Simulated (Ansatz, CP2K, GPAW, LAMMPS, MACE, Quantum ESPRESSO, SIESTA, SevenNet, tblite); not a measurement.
**Amorphous 29Ga2O3-71GeO2 (mol %) (86 atoms): forces by two methods**

86 atoms (14 Fe, 17 Ge, 55 O) placed at random at 3.74 g/cm³, melted at 5000 K for 10 ps at fixed volume with the Morse and Coulomb pair potential with partial charges (Pedone, Malavasi, Menziani, Cormack and Segre, J. Phys. Chem. B 110, 11780 (2006)). Quenched from 5000 K to 300 K at 100 K/ps and fixed volume, held 5 ps, then minimised at fixed cell. Then Fe was replaced by Ga and the cell scaled by 1.006 (the potential has no terms for the new elements, so the cell is a start for a DFT relaxation).

Two calculations on one geometry. First: Kohn-Sham DFT, PBE, PseudoDojo 0.4.1 norm-conserving pseudopotentials (converted to PSML), numerical atomic orbitals (DZP), diagonalisation; shift 0.01 Ry; mesh 500 Ry; levels smeared at 580 K; far from plane-wave PBE on this cell, through basis, grid or potentials (SIESTA 5.4.2; Γ point). Second: Kohn-Sham DFT, PBE, PAW, plane waves (Ansatz 0.2.0; cutoff 420 eV, Γ point, fermi-dirac smearing of 0.05 eV; PAW set soft_2).

Cell vectors (Å):

```
10.944 0.000 0.000
0.000 10.944 0.000
0.000 0.000 10.944
```

Atom, position (Å) and force of the first calculation (eV/Å):

```
1 Ga 9.223 5.884 7.490 -0.236 -1.269 0.043
2 Ga 0.419 10.528 5.546 0.580 -0.111 0.688
3 Ga 10.883 6.227 0.433 0.514 -0.329 -0.240
4 Ga 4.352 7.411 10.070 0.041 -0.488 -0.266
5 Ga 6.214 6.941 1.160 0.569 0.534 -0.456
6 Ga 8.750 5.935 2.359 -0.402 0.445 0.030
7 Ga 10.066 8.764 3.271 -0.125 -0.170 -0.263
8 Ga 6.784 8.053 7.733 -0.034 0.030 -1.497
9 Ga 3.036 7.879 2.047 -0.710 -0.228 0.661
10 Ga 2.893 5.202 0.565 -0.010 0.119 -1.002
11 Ga 1.060 8.861 10.856 0.006 -0.862 0.665
12 Ga 7.212 8.512 4.212 0.084 0.655 0.496
13 Ga 8.963 8.750 10.883 -0.668 -0.454 1.395
14 Ga 0.529 7.586 6.436 -0.294 0.644 0.812
15 Ge 10.928 0.962 10.049 0.092 1.230 -1.210
16 Ge 5.731 4.413 9.925 -0.150 1.179 0.237
17 Ge 1.652 5.203 8.742 1.004 0.768 0.283
18 Ge 8.972 3.827 10.387 -0.431 0.324 -1.284
19 Ge 3.209 6.862 5.291 1.037 -0.856 -1.265
20 Ge 3.337 8.888 7.876 0.102 0.681 0.473
21 Ge 2.037 2.035 7.498 -0.739 -0.893 0.123
22 Ge 1.524 0.172 2.130 0.319 -0.530 1.196
23 Ge 9.474 3.488 4.782 -0.632 0.569 1.614
24 Ge 6.189 9.855 1.279 0.430 -0.306 0.037
25 Ge 0.990 5.178 3.476 0.001 0.362 -0.645
26 Ge 6.537 4.145 3.503 -0.553 -0.017 0.652
27 Ge 4.500 1.415 2.890 0.583 -0.751 0.876
28 Ge 5.859 5.124 6.700 -0.130 0.532 -0.086
29 Ge 4.746 0.651 6.237 0.245 -0.127 -0.469
30 Ge 8.156 0.352 5.620 -1.060 -0.669 -0.641
31 Ge 9.729 9.336 8.052 -0.074 0.060 -0.658
32 O 3.724 1.836 7.033 1.285 1.902 0.759
33 O 6.603 8.611 5.929 -0.488 0.154 0.548
34 O 4.190 6.706 1.081 -0.249 0.267 -0.166
35 O 6.254 8.610 2.551 -0.518 -1.954 1.672
36 O 3.076 6.081 9.303 1.824 0.638 0.736
37 O 5.385 0.261 1.929 -0.377 1.563 -0.255
38 O 8.381 10.150 4.292 0.054 -0.997 -1.691
39 O 0.502 9.412 7.345 1.170 -0.188 -0.852
40 O 3.511 7.663 3.828 0.996 1.569 -1.881
41 O 9.562 7.755 7.091 0.245 -2.512 -0.992
42 O 9.835 2.307 10.211 -0.608 -0.367 0.220
43 O 4.886 8.116 8.327 1.575 -0.895 0.813
44 O 2.227 4.920 2.334 2.206 -0.954 -1.448
45 O 6.307 4.332 5.220 0.261 -1.244 0.738
46 O 7.227 3.707 10.459 -0.441 -1.990 1.206
47 O 9.191 10.540 6.806 1.387 0.891 0.236
48 O 1.881 3.730 7.876 0.449 -0.529 -1.420
49 O 2.596 8.880 9.462 -0.192 -0.017 1.501
50 O 2.837 1.276 2.407 -0.011 2.323 -0.411
51 O 10.799 6.198 2.603 -2.341 1.425 -1.578
52 O 3.946 10.242 7.012 -0.122 0.265 -0.543
53 O 6.574 5.564 2.503 0.820 1.367 -0.909
54 O 1.265 1.336 8.930 0.669 -0.650 1.063
55 O 4.464 0.793 4.530 -0.744 -0.686 -0.358
56 O 2.638 7.896 6.590 -2.410 0.001 -0.247
57 O 9.469 4.814 0.798 1.307 1.186 2.061
58 O 5.482 2.875 3.007 -0.644 -0.200 -1.045
59 O 5.580 4.296 8.193 -0.993 -2.049 -1.180
60 O 1.109 4.920 10.388 -0.863 -0.801 2.710
61 O 6.523 0.636 6.194 -0.409 0.685 1.303
62 O 8.635 7.415 3.660 0.926 0.210 -0.004
63 O 10.244 10.336 9.548 -0.483 -1.097 1.386
64 O 5.349 8.819 0.165 -1.087 -1.834 -1.505
65 O 9.408 4.663 6.029 -0.084 1.395 1.572
66 O 8.160 8.822 8.893 -0.935 0.008 0.731
67 O 9.270 4.875 9.061 0.827 1.433 -1.825
68 O 0.665 6.153 7.710 -2.242 1.347 -1.835
69 O 0.046 3.849 4.017 0.832 -2.498 -0.297
70 O 1.714 6.028 4.842 -1.374 -0.048 2.163
71 O 7.780 10.022 0.734 2.675 1.156 -1.115
72 O 0.212 8.602 4.825 0.400 0.935 0.043
73 O 4.315 4.076 10.834 -1.901 -1.406 1.464
74 O 0.542 10.842 3.529 -1.640 -0.303 1.690
75 O 10.441 8.891 1.424 -0.319 0.176 -0.292
76 O 5.958 6.143 10.227 0.153 3.033 0.527
77 O 8.172 7.202 0.887 -0.635 -0.788 0.370
78 O 10.528 7.685 10.085 0.009 0.671 0.623
79 O 7.141 6.187 7.255 1.930 1.643 0.793
80 O 1.702 7.175 0.749 0.195 0.226 0.234
81 O 8.916 1.885 5.197 0.497 -0.151 -0.132
82 O 1.167 1.182 6.251 -1.027 -0.685 -2.068
83 O 0.722 0.486 0.610 -0.024 -0.394 -0.028
84 O 4.475 5.986 6.044 -0.179 -0.197 0.380
85 O 8.318 4.039 3.524 0.713 0.448 -2.105
86 O 2.294 9.589 1.679 0.580 -1.581 -1.645
```

**Question.** What forces does the second calculation give?

Atom and force (eV/Å):

```
1 -0.198 -1.354 -0.009
2 0.637 0.023 0.516
3 0.627 -0.299 -0.268
4 0.204 -0.458 -0.318
5 0.622 0.427 -0.425
6 -0.282 0.669 -0.171
7 -0.060 -0.283 -0.211
8 -0.105 0.035 -1.564
9 -0.664 -0.216 0.492
10 0.083 0.023 -0.691
11 0.024 -1.213 0.719
12 0.200 0.698 0.468
13 -0.663 -0.515 1.468
14 -0.384 0.734 0.877
15 0.266 0.948 -0.991
16 -0.084 1.171 0.234
17 0.971 0.644 0.194
18 -0.435 0.490 -1.306
19 0.755 -0.742 -1.055
20 0.491 0.525 0.343
21 -0.734 -0.754 0.132
22 0.420 -0.576 0.940
23 -0.575 0.749 1.372
24 0.359 -0.598 0.038
25 0.034 0.326 -0.640
26 -0.353 0.052 0.712
27 0.566 -0.960 0.913
28 -0.143 0.498 -0.149
29 -0.009 -0.127 -0.568
30 -0.676 -0.599 -0.508
31 -0.085 0.145 -0.825
32 0.917 1.276 0.561
33 -0.235 -0.045 0.449
34 -0.278 0.399 -0.053
35 -0.305 -1.383 1.456
36 1.281 0.444 0.454
37 -0.346 1.281 -0.126
38 -0.184 -0.622 -1.090
39 0.586 -0.262 -0.745
40 0.640 1.107 -1.446
41 0.377 -2.180 -0.583
42 -0.420 -0.311 0.242
43 1.173 -0.605 0.663
44 1.565 -0.786 -1.147
45 0.072 -0.813 0.546
46 -0.288 -1.504 0.761
47 0.884 0.732 0.221
48 0.376 -0.516 -0.984
49 -0.141 0.075 0.887
50 0.146 1.665 -0.299
51 -1.878 0.797 -1.170
52 -0.022 0.138 -0.382
53 0.625 0.782 -0.639
54 0.387 -0.419 0.865
55 -0.519 -0.376 -0.226
56 -1.674 0.013 -0.202
57 0.994 0.876 1.445
58 -0.469 -0.164 -0.754
59 -0.704 -1.447 -1.002
60 -0.652 -0.478 1.986
61 -0.391 0.524 0.992
62 0.735 0.297 -0.106
63 -0.389 -0.489 0.920
64 -0.810 -1.316 -1.059
65 -0.123 0.954 1.210
66 -0.643 0.043 0.348
67 0.560 1.033 -1.500
68 -1.578 1.052 -1.442
69 0.562 -1.838 -0.161
70 -0.909 -0.142 1.571
71 1.950 0.819 -0.990
72 0.203 0.856 0.076
73 -1.378 -1.000 1.049
74 -1.018 -0.100 1.182
75 -0.436 0.213 0.011
76 -0.031 2.219 0.511
77 -0.705 -0.675 0.320
78 0.037 0.600 0.828
79 1.328 1.309 0.587
80 0.080 0.389 0.295
81 0.380 -0.034 -0.125
82 -0.772 -0.619 -1.514
83 -0.020 -0.091 0.001
84 -0.210 -0.148 0.260
85 0.430 0.206 -1.447
86 0.434 -1.198 -1.224
```

The two sets differ by 285 meV/Å r.m.s., 36 % of the r.m.s. force of the Ansatz run. The network of bonds at the start is that of the classical potential that made the cell, and needn't be the one that DFT or experiment would give. The electronic-structure runs sample only Γ, in a cell whose shortest periodic width is 11 Å.

[Logs are printed without paths, hosts, clocks, repeated set-up lines and the standing remarks that a program may print on its own settings, such as how far it seeks lower states.]

[Hosts, paths, dates, database ids (printed as entryN), source tags and the programs' standing remarks are cut or masked in the printed files.]
